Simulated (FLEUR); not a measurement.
# Fe: which magnetic order is lowest

A self-consistent run ends on one state, which hangs on the start. Several orders of Fe are started in FLEUR and their energies compared.

Program: FLEUR MaX-R8.1. Level of theory: PBEsol; all-electron FLAPW, Dirac cores, scalar-relativistic bands. Results are calculated unless marked as measured.

This is a report of a sequence of runs, with most program output left out.

The database entry behind the starting cell differs from later determinations by our own check (about 0.2 % short), so it need not match the best structure at ambient conditions.

### Step 1. Set-up

The structure is cubic, space group Im-3m (No. 229). The conventional cell has a = 2.860 Å, b = 2.860 Å, c = 2.860 Å, α = 90.00°, β = 90.00°, γ = 90.00°. Nearest to Fe lie 8 Fe at 2.48 Å.

Structure file:

```cif
data_structure
_symmetry_space_group_name_H-M 'Im-3m'
_symmetry_Int_Tables_number 229
_cell_length_a 2.8605
_cell_length_b 2.8605
_cell_length_c 2.8605
_cell_angle_alpha 90.000
_cell_angle_beta 90.000
_cell_angle_gamma 90.000
_cell_volume 23.41
loop_
_atom_site_label
_atom_site_type_symbol
_atom_site_symmetry_multiplicity
_atom_site_Wyckoff_symbol
_atom_site_fract_x
_atom_site_fract_y
_atom_site_fract_z
_atom_site_occupancy
Fe1 Fe 2 a 0.00000 0.00000 0.00000 1
```

### Step 2. Order 1, typed as ferro +

The parallel start is the test of whether parallel moments hold.

inpgen writes inp.xml from crystal.txt; cutoffs, mixing, functional, smearing and local orbitals are then set in the file. The k list default-1 (kpts.xml, not shown) is a Γ-centred 18×18×18 mesh; where the ranks do not divide the number of points, some are split in two of half the weight.

inp.xml

```
<?xml version="1.0" encoding="UTF-8" standalone="no"?>
<fleurInput fleurInputVersion="0.39">
   <comment>
      Fe
   </comment>
   <calculationSetup>
      <cutoffs Kmax="3.6" Gmax="10.8" GmaxXC="10.8" numbands="0"/>
      <scfLoop itmax="90" minDistance="0.00002" maxIterBroyd="15" imix="Anderson" alpha="0.05" precondParam="0.0" spinf="2.0" sdNocoIR="T"/>
      <coreElectrons ctail="T" frcor="F" kcrel="1" coretail_lmax="0"/>
      <xcFunctional name="PBEs" relativisticCorrections="F"/>
      <magnetism jspins="2"/>
      <soc l_soc="F" theta="0.0" phi="0.0" spav="F"/>
      <expertModes spex="0" secvar="F"/>
      <geometryOptimization l_f="F" forcealpha="1.0" forcemix="BFGS" epsdisp="0.00001" epsforce="0.00001"/>
      <ldaU l_linMix="F" mixParam="0.05" spinf="1.0"/>
   </calculationSetup>
   <cell>
      <bzIntegration valenceElectrons="16.0" mode="hist" fermiSmearingEnergy="0.00183747">
         <kPointListSelection listName="default-1"/>
         <xi:include xmlns:xi="http://www.w3.org/2001/XInclude" href="kpts.xml"> </xi:include>
      </bzIntegration>
      <xi:include xmlns:xi="http://www.w3.org/2001/XInclude" href="sym.xml"> </xi:include>
      <bulkLattice scale="1.0">
         <bravaisMatrix>
            <row-1>   -2.7027618924479038     2.7027618924479038     2.7027618924479038</row-1>
            <row-2>    2.7027618924479038    -2.7027618924479038     2.7027618924479038</row-2>
            <row-3>    2.7027618924479038     2.7027618924479038    -2.7027618924479038</row-3>
         </bravaisMatrix>
      </bulkLattice>
   </cell>
   <atomSpecies>
      <species name="Iron (Fe) 2.800" element="Fe" atomicNumber="26">
         <mtSphere radius="2.28" gridPoints="753" logIncrement="0.016"/>
         <atomicCutoffs lmax="8" lnonsphr="6"/>
         <electronConfig flipSpins="F">
            <coreConfig>(1s1/2) (2s1/2) (2p1/2) (2p3/2)</coreConfig>
            <valenceConfig>(3s1/2) (3p1/2) (3p3/2) (4s1/2) (3d3/2) (3d5/2)</valenceConfig>
            <stateOccupation state="(3d3/2)" spinUp="1.4" spinDown="1.0"/>
            <stateOccupation state="(3d5/2)" spinUp="3.0" spinDown="0.6"/>
         </electronConfig>
         <energyParameters s="4" p="4" d="3" f="4"/>
         <lo type="SCLO" l="0" n="3" eDeriv="0"/>
         <lo type="SCLO" l="1" n="3" eDeriv="0"/>
      </species>
   </atomSpecies>
   <atomGroups>
      <atomGroup species="Iron (Fe) 2.800">
         <relPos label="                   1">.0000000000 .0000000000 .0000000000</relPos>
         <force calculate="T" relaxXYZ="TTT"/>
      </atomGroup>
   </atomGroups>
   <output dos="F" band="F" slice="F">
      <bandDOS minEnergy="-.5*Htr" maxEnergy="0.5*Htr" sigma="0.015" storeEVData="T"/>
      <plotting iplot="0" polar="F">
         <plot TwoD="T" vec1="  1.0  0.0  0.0" vec2="  0.0  1.0  0.0" vec3="  0.0  0.0  1.0" zero="  0.0  0.0  0.0" file="plot"/>
      </plotting>
      <moessbauerParams electricFieldGradient="F" isomerShift="T" coreHyperfine="T" valenceHyperfine="T"/>
   </output>
</fleurInput>
```

crystal.txt

```
Fe
&input film=F cartesian=F /
-1.43024000000  1.43024000000  1.43024000000
1.43024000000  -1.43024000000  1.43024000000
1.43024000000  1.43024000000  -1.43024000000
1.8897261246
1.0 1.0 1.0

1
26 0.00000000000  0.00000000000  0.00000000000 : 2.800

&kpt div1=18 div2=18 div3=18 gamma=T /
```

The run is started by

```console
$ OMP_NUM_THREADS=1 inpgen -f crystal.txt > inpgen.log  # inp.xml is then edited as shown
$ OMP_NUM_THREADS=1 mpirun -n 4 fleur_MPI > fleur.log
```

Wall time 8.3 s (4 MPI ranks of Arm Neoverse V2, shared host); peak memory 0.18 GiB.

Read from the output:

```
free energy                                                       : -34603.0662 eV
program's band gap on this mesh (in a metal only a level spacing) : 0.001867 eV
magnetization                                                     : 2.206 μB
final state                                                       : ferromagnetic
largest moment                                                    : 2.256 μB
```

After 19 cycles the largest moment stands at 2.26 μB.

### Step 3. Run 2 (antiferro q=(1/2,1/2,1/2) +-)

Reversing part of the moments tests the sign of the couplings between them.

The cell is doubled to 2 atoms to hold this order. The mesh is halved along the doubled vector, so that both cells sample the same points. The k list default-1 (kpts.xml, not shown) is a Γ-centred 9×18×18 mesh.

inp.xml: that of step 2 with these lines changed.

```diff
@@ -17,3 +17,3 @@
    <cell>
-      <bzIntegration valenceElectrons="16.0" mode="hist" fermiSmearingEnergy="0.00183747">
+      <bzIntegration valenceElectrons="32.0" mode="hist" fermiSmearingEnergy="0.00183747">
          <kPointListSelection listName="default-1"/>
@@ -24,5 +24,5 @@
          <bravaisMatrix>
-            <row-1>   -2.7027618924479038     2.7027618924479038     2.7027618924479038</row-1>
-            <row-2>    2.7027618924479038    -2.7027618924479038     2.7027618924479038</row-2>
-            <row-3>    2.7027618924479038     2.7027618924479038    -2.7027618924479038</row-3>
+            <row-1>   -5.4055237848958075     5.4055237848958075     5.4055237848958075</row-1>
+            <row-2>    0.0000000000000000     0.0000000000000000     5.4055237848958075</row-2>
+            <row-3>    0.0000000000000000     5.4055237848958075     0.0000000000000000</row-3>
          </bravaisMatrix>
@@ -44,2 +44,15 @@
       </species>
+      <species name="Iron (Fe) -2.800" element="Fe" atomicNumber="26">
+         <mtSphere radius="2.28" gridPoints="753" logIncrement="0.016"/>
+         <atomicCutoffs lmax="8" lnonsphr="6"/>
+         <electronConfig flipSpins="F">
+            <coreConfig>(1s1/2) (2s1/2) (2p1/2) (2p3/2)</coreConfig>
+            <valenceConfig>(3s1/2) (3p1/2) (3p3/2) (4s1/2) (3d3/2) (3d5/2)</valenceConfig>
+            <stateOccupation state="(3d3/2)" spinUp="1.0" spinDown="1.4"/>
+            <stateOccupation state="(3d5/2)" spinUp="0.6" spinDown="3.0"/>
+         </electronConfig>
+         <energyParameters s="4" p="4" d="3" f="4"/>
+         <lo type="SCLO" l="0" n="3" eDeriv="0"/>
+         <lo type="SCLO" l="1" n="3" eDeriv="0"/>
+      </species>
    </atomSpecies>
@@ -48,2 +61,6 @@
          <relPos label="                   1">.0000000000 .0000000000 .0000000000</relPos>
+         <force calculate="T" relaxXYZ="TTT"/>
+      </atomGroup>
+      <atomGroup species="Iron (Fe) -2.800">
+         <relPos label="                   2">1.000/2.000 .0000000000 .0000000000</relPos>
          <force calculate="T" relaxXYZ="TTT"/>
```

crystal.txt

```
Fe
&input film=F cartesian=F /
-2.86048000000  2.86048000000  2.86048000000
0.00000000000  0.00000000000  2.86048000000
0.00000000000  2.86048000000  0.00000000000
1.8897261246
1.0 1.0 1.0

2
26 0.00000000000  0.00000000000  0.00000000000 : 2.800
26 0.50000000000  0.00000000000  0.00000000000 : -2.800

&kpt div1=9 div2=18 div3=18 gamma=T /
```

Elapsed: 47 s, on 4 MPI ranks; peak memory 0.23 GiB; 3.1 min of CPU time.

Numbers from this step:

| Quantity | Value |
| --- | --- |
| free energy | -69205.2434 eV |
| program's band gap on this mesh (in a metal only a level spacing) | 2.60e-4 eV |
| magnetization | 0 μB |
| final state | antiferromagnetic |
| largest moment | 1.663 μB |

It lies 445 meV a seeded atom over the first start, and its largest moment is 1.66 μB against 2.26 μB.

### Step 4. Order 3, typed as no spin polarisation

A spinless run gives the zero against which the gain from the moments is read.

The k list default-1 (kpts.xml, not shown) is a Γ-centred 18×18×18 mesh.

inp.xml

```
<?xml version="1.0" encoding="UTF-8" standalone="no"?>
<fleurInput fleurInputVersion="0.39">
   <comment>
      Fe
   </comment>
   <calculationSetup>
      <cutoffs Kmax="3.6" Gmax="10.8" GmaxXC="10.8" numbands="0"/>
      <scfLoop itmax="90" minDistance="0.00002" maxIterBroyd="15" imix="Anderson" alpha="0.05" precondParam="0.0" spinf="2.0" sdNocoIR="T"/>
      <coreElectrons ctail="T" frcor="F" kcrel="1" coretail_lmax="0"/>
      <xcFunctional name="PBEs" relativisticCorrections="F"/>
      <magnetism jspins="1"/>
      <soc l_soc="F" theta="0.0" phi="0.0" spav="F"/>
      <expertModes spex="0" secvar="F"/>
      <geometryOptimization l_f="F" forcealpha="1.0" forcemix="BFGS" epsdisp="0.00001" epsforce="0.00001"/>
      <ldaU l_linMix="F" mixParam="0.05" spinf="1.0"/>
   </calculationSetup>
   <cell>
      <bzIntegration valenceElectrons="16.0" mode="hist" fermiSmearingEnergy="0.00183747">
         <kPointListSelection listName="default-1"/>
         <xi:include xmlns:xi="http://www.w3.org/2001/XInclude" href="kpts.xml"> </xi:include>
      </bzIntegration>
      <xi:include xmlns:xi="http://www.w3.org/2001/XInclude" href="sym.xml"> </xi:include>
      <bulkLattice scale="1.0">
         <bravaisMatrix>
            <row-1>   -2.7027618924479038     2.7027618924479038     2.7027618924479038</row-1>
            <row-2>    2.7027618924479038    -2.7027618924479038     2.7027618924479038</row-2>
            <row-3>    2.7027618924479038     2.7027618924479038    -2.7027618924479038</row-3>
         </bravaisMatrix>
      </bulkLattice>
   </cell>
   <atomSpecies>
      <species name="Iron (Fe)" element="Fe" atomicNumber="26">
         <mtSphere radius="2.28" gridPoints="753" logIncrement="0.016"/>
         <atomicCutoffs lmax="8" lnonsphr="6"/>
         <electronConfig flipSpins="F">
            <coreConfig>(1s1/2) (2s1/2) (2p1/2) (2p3/2)</coreConfig>
            <valenceConfig>(3s1/2) (3p1/2) (3p3/2) (4s1/2) (3d3/2) (3d5/2)</valenceConfig>
            <stateOccupation state="(3d3/2)" spinUp="1.200000" spinDown="1.200000"/>
            <stateOccupation state="(3d5/2)" spinUp="1.800000" spinDown="1.800000"/>
         </electronConfig>
         <energyParameters s="4" p="4" d="3" f="4"/>
         <lo type="SCLO" l="0" n="3" eDeriv="0"/>
         <lo type="SCLO" l="1" n="3" eDeriv="0"/>
      </species>
   </atomSpecies>
   <atomGroups>
      <atomGroup species="Iron (Fe)">
         <relPos label="                   1">.0000000000 .0000000000 .0000000000</relPos>
         <force calculate="T" relaxXYZ="TTT"/>
      </atomGroup>
   </atomGroups>
   <output dos="F" band="F" slice="F">
      <bandDOS minEnergy="-.5*Htr" maxEnergy="0.5*Htr" sigma="0.015" storeEVData="T"/>
      <plotting iplot="0" polar="F">
         <plot TwoD="T" vec1="  1.0  0.0  0.0" vec2="  0.0  1.0  0.0" vec3="  0.0  0.0  1.0" zero="  0.0  0.0  0.0" file="plot"/>
      </plotting>
      <moessbauerParams electricFieldGradient="F" isomerShift="T" coreHyperfine="T" valenceHyperfine="T"/>
   </output>
</fleurInput>
```

crystal.txt

```
Fe
&input film=F cartesian=F /
-1.43024000000  1.43024000000  1.43024000000
1.43024000000  -1.43024000000  1.43024000000
1.43024000000  1.43024000000  -1.43024000000
1.8897261246
1.0 1.0 1.0

1
26 0.00000000000  0.00000000000  0.00000000000

&kpt div1=18 div2=18 div3=18 gamma=T /
```

Wall time 3.8 s (4 MPI ranks); peak memory 0.17 GiB.

This step gave:

```yaml
free_energy: -34602.5398 eV
program_s_band_gap_on_this_mesh_in_a_metal_only_a_level_spacing: 0.006511 eV
final_state: non-magnetic (no spin polarisation)
```

It lies 526 meV a seeded atom over the first start.

### Step 5. The states side by side

Free energies are divided by the number of seeded atoms, so that cells of unlike size compare. Wavevectors q in the names are fractions of the primitive cell's reciprocal vectors.

Orders:

```
                       start        final state  typed order kept  energy over the lowest (meV a seeded atom)  largest sphere moment (μB)  net moment (μB a primitive cell)  mesh matched  CPU time (s)
                     ferro +      ferromagnetic               yes                                           0                       2.256                             2.206           yes         32.74
antiferro q=(1/2,1/2,1/2) +-  antiferromagnetic               yes                                       444.5                       1.663                                 0           yes         186.6
        no spin polarisation       non-magnetic                 -                                       526.4                           0                                 0           yes          14.5
```

### Step 6. Spin–orbit coupling, moments along [001]

Spin–orbit coupling ties the spins to the lattice and lets orbital moments form.

A new self-consistent run of the start ferro +, with the moments along z.

inp.xml: that of step 2 with these lines changed.

```diff
@@ -6,3 +6,3 @@
    <calculationSetup>
-      <cutoffs Kmax="3.6" Gmax="10.8" GmaxXC="10.8" numbands="0"/>
+      <cutoffs Kmax="3.6" Gmax="10.8" GmaxXC="10.8" numbands="36"/>
       <scfLoop itmax="90" minDistance="0.00002" maxIterBroyd="15" imix="Anderson" alpha="0.05" precondParam="0.0" spinf="2.0" sdNocoIR="T"/>
@@ -11,3 +11,3 @@
       <magnetism jspins="2"/>
-      <soc l_soc="F" theta="0.0" phi="0.0" spav="F"/>
+      <soc l_soc="T" theta="0.0" phi="0.0" spav="F"/>
       <expertModes spex="0" secvar="F"/>
```

crystal.txt: that of step 2 with these lines changed.

```diff
@@ -11,2 +11,3 @@
 
+&soc 0.0000000 0.0000000 /
 &kpt div1=18 div2=18 div3=18 gamma=T /
```

The job ended after 55 s (4 MPI ranks; peak memory 0.33 GiB; 3.7 min of CPU time).

Read from the output:

* free energy: -34603.0829 eV
* program's band gap on this mesh (in a metal only a level spacing): 3.84e-4 eV
* magnetization: 2.205 μB
* final state: ferromagnetic
* largest moment: 2.255 μB
* orbital moment along the spin: 0.04583 μB

Orbital moment in the sphere, along the spin axis by atom:

```
atom  orbital moment in the sphere, along the spin axis (μB)
 Fe1                                                  0.0458
```

Fields along z, the direction of positive moments; semicore shells count as valence. Hyperfine fields at the nuclei:

```
atom  core contact (T)  valence contact (T)  dipolar (T)  orbital (T)  sum (T)  density at the nucleus (e/bohr³)
 Fe1            -58.32                27.61     0.009784         2.37   -28.32                             15120
```

### Step 7. Results

```json
{
 "lowest state found": "ferromagnetic (typed ferro +)",
 "largest site spin moment": "2.26 μB",
 "next finished state": "antiferromagnetic, 445 meV a seeded atom higher",
 "energy gained by spin polarisation": "526 meV a seeded atom",
 "hyperfine field at Fe1, along its moment": "-28.3 T",
 "orbital moment on the atom of largest spin, along its spin (spin–orbit run)": "0.0458 μB"
}
```

What this shows: The lowest state found is ferromagnetic, reached from the start ferro +, with moments up to 2.26 μB. The next finished state costs 445 meV a seeded atom. At Fe1 the core shells give -58.3 T and the valence and semicore s states 27.6 T along the moment, -13.6 T per μB together; orbital and dipolar parts add 2.4 T. Semilocal functionals tend to give too weak a core polarisation. On the atom of largest spin the orbital moment is almost quenched. Only 3 starts were tried; other patterns of signs, canted and longer-period orders were not.

[Logs and program files are shortened in this print: banners, set-up blocks, solver, clock and traceback lines can be left out without a mark of their own.]

[Logs are printed without paths, hosts, clocks, repeated set-up lines and the standing remarks that a program may print on its own settings, such as how far it seeks lower states.]

[Hosts, paths, dates, database ids (printed as entryN), source tags and the programs' standing remarks are cut or masked in the printed files.]

[Where a cell is said to come from a database of computed structures, the database is the Materials Project.]
